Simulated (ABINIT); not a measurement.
An input for ABINIT 10.8.3 (TiO2 (Rutile)):

```
acell 3*1.0 Angstrom
rprim 
  4.592200000000 0.000000000000 0.000000000000
  0.000000000000 4.592200000000 0.000000000000
  0.000000000000 0.000000000000 2.957400000000
ntypat 2
znucl 22 8
natom 6
typat 1 1 2 2 2 2
xred 
  0.000000000000 0.000000000000 0.000000000000
  0.500000000000 0.500000000000 0.500000000000
  0.304960000000 0.304960000000 0.000000000000
  0.195040000000 0.804960000000 0.500000000000
  0.695040000000 0.695040000000 0.000000000000
  0.804960000000 0.195040000000 0.500000000000
pp_dirpath "pseudos"
pseudos "Ti.upf, O.upf"
ecut 38
ngkpt 4 4 4
nshiftk 1
shiftk 0 0 0
kptopt 1
chksymbreak 0
iscf -2
irdden 1
istwfk *1
nband 91
nbdbuf 8
tolwfr 1e-09
nstep 60
prtvol 0
indata_prefix "in"
outdata_prefix "out"
tmpdata_prefix "tmp"
```

```sh
OMP_NUM_THREADS=1 mpirun -n 8 abinit run.abi > log
```

**Question.** Estimate wall time and host memory on 8 MPI ranks of Arm Neoverse V2, shared host.

It took 36 s; on shared hardware allow 18 s to 72 s. Peak host memory was 0.63 GiB.

[Paths, hosts, dates, memory and timing lines, banners, echoed tables and standing remarks are left out of the program output.]

[Logs are printed without paths, hosts, clocks, repeated set-up lines and the standing remarks that a program may print on its own settings, such as how far it seeks lower states.]

[Runs of the session that timed out or met a known fault of the program may be left out.]

[Hosts, paths, dates, database ids (printed as entryN), source tags and the programs' standing remarks are cut or masked in the printed files.]

[G0W0 gaps are taken among the corrected bands and points alone; a level outside them can change the order at an edge.]

[Where Ansatz stands beside ABINIT at settings called matched, ABINIT's density can come from a denser mesh and the files from another edition; pairs whose starting gaps differed by over 0.03 eV were left out, so agreement reads better than it is.]
